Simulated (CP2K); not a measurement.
Consider mercaptopyrazine at its PBE geometry (Å).

```xyz
11

S     2.7401   -0.1299   -0.2556
C     0.9819   -0.0876   -0.0953
C     0.2594   -1.3021   -0.0962
N    -1.0704   -1.3308    0.0234
C    -1.6865   -0.1378    0.1457
C    -0.9710    1.0598    0.1435
N     0.3681    1.1000    0.0230
H     2.8569    1.2151   -0.1823
H     0.7722   -2.2621   -0.1959
H    -2.7730   -0.1475    0.2482
H    -1.4779    2.0227    0.2415
```

Method: CP2K XAS_TDP, all-electron GAPW, PBEh(45%), aug-cc-pVDZ, TDA, GW2X-corrected core level, ZORA, spin–orbit coupling.

**Question.** Where do the S L₂,₃-edge lines lie, and how strong are they?

Leading lines: S1 168.35 eV. The leading line of an atom is its first one with 35 % of the strongest within 2.5 eV of its lowest line over the strength cut. Core ionisation energies at this level: S1 171.39/171.50/172.56 eV; the 2p½ level lies 1.12 eV above the 2p3/2 pair.

The first six lines of each atom with a strength over 0.0003:

```tsv
atom	energy (eV)	states	strength, one atom	above the computed threshold
S1 (bonded to C and H)	166.99	1	0.0017	
	167.25	1	0.0014	
	168.08	1	0.0012	
	168.35	1	0.0032	
	168.61	1	0.0010	
	168.73	4	0.0061
```

Lines are vertical, at one geometry, with no vibrational structure. GW2X ionisation energies and lines can be off by 1 to 2 eV either way, and a good line position may hide errors that cancel. Rydberg lines, and the discretised continuum above threshold, depend on the basis and the box.

[Banner, clock and machine lines of the logs are left out without a mark of their own.]

[Logs are printed without paths, hosts, clocks, repeated set-up lines and the standing remarks that a program may print on its own settings, such as how far it seeks lower states.]

[Hosts, paths, dates, database ids (printed as entryN), source tags and the programs' standing remarks are cut or masked in the printed files.]
